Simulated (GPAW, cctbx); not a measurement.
## Reading charge transfer from structure factors

Ag2S3, Pn-3m (no. 224, origin choice 1), a = 6.0216 Å, b = 6.0216 Å, c = 6.0216 Å, α = 90.00°, β = 90.00°, γ = 90.00°.

| atom | mult. | x | y | z |
| --- | --- | --- | --- | --- |
| Ag1 | 4 | 3/4 | 1/4 | 3/4 |
| S1 | 6 | 0 | 0 | 1/2 |

The cell comes from substitution in a known structure type and wasn't matched to any measured phase.

Absolute values of the static structure factors of the conventional cell from DFT (PBE, GPAW) against free spherical atoms, in electrons:

```csv
hkl,d (Å),free atoms,crystal
011,4.258,27.26,27.45
111,3.477,165.91,165.48
020,3.011,87.97,87.08
121,2.458,22.08,22.27
022,2.129,205.66,205.18
122,2.007,0.00,0.07
031,1.904,19.39,19.21
131,1.816,134.81,134.42
222,1.738,76.66,76.75
132,1.609,17.78,17.64
```

**Question.** Which way does charge move, and which reflections show it best?

Project each element's phase sum on the total phase. |F| rises if density moves to atoms that scatter in phase and falls if it moves to atoms that scatter against it; the rule is for low angles, since changes of shape take over beyond. Where all elements are in phase the terms compete, and the compactness of the donor's and the acceptor's density matters too.

| hkl | Ag in phase | S in phase | change (e) | (%) |
| --- | --- | --- | --- | --- |
| 011 | 0.0 | +2.0 | +0.18 | +0.7 |
| 111 | +4.0 | 0.0 | -0.43 | -0.3 |
| 020 | +4.0 | -6.0 | -0.89 | -1.0 |
| 121 | 0.0 | +2.0 | +0.19 | +0.9 |
| 022 | +4.0 | +6.0 | -0.48 | -0.2 |
| 122 | 0.0 | 0.0 | +0.07 | - |
| 031 | 0.0 | +2.0 | -0.18 | -0.9 |
| 131 | +4.0 | 0.0 | -0.39 | -0.3 |

Low-angle reflections that set elements apart and change by more than 0.05 e: 011, 111, 020, 121, 031 and 131. The signs fit a gain of density on S and a loss on Ag, apart from 031. The best witness is 020, -1.0 %, where S enters with -6.0. The real-space density agrees: Voronoi charges Ag +0.24, S -0.16 e. The shortest bond, Ag–S, has Δρ = +0.05 e/Å³ at its midpoint.

[Outputs are excerpts: Python notices, other lines and further rows are left out; steps that failed or that the build refused (PBEsol, TPSS) are not shown.]

[Logs are printed without paths, hosts, clocks, repeated set-up lines and the standing remarks that a program may print on its own settings, such as how far it seeks lower states.]
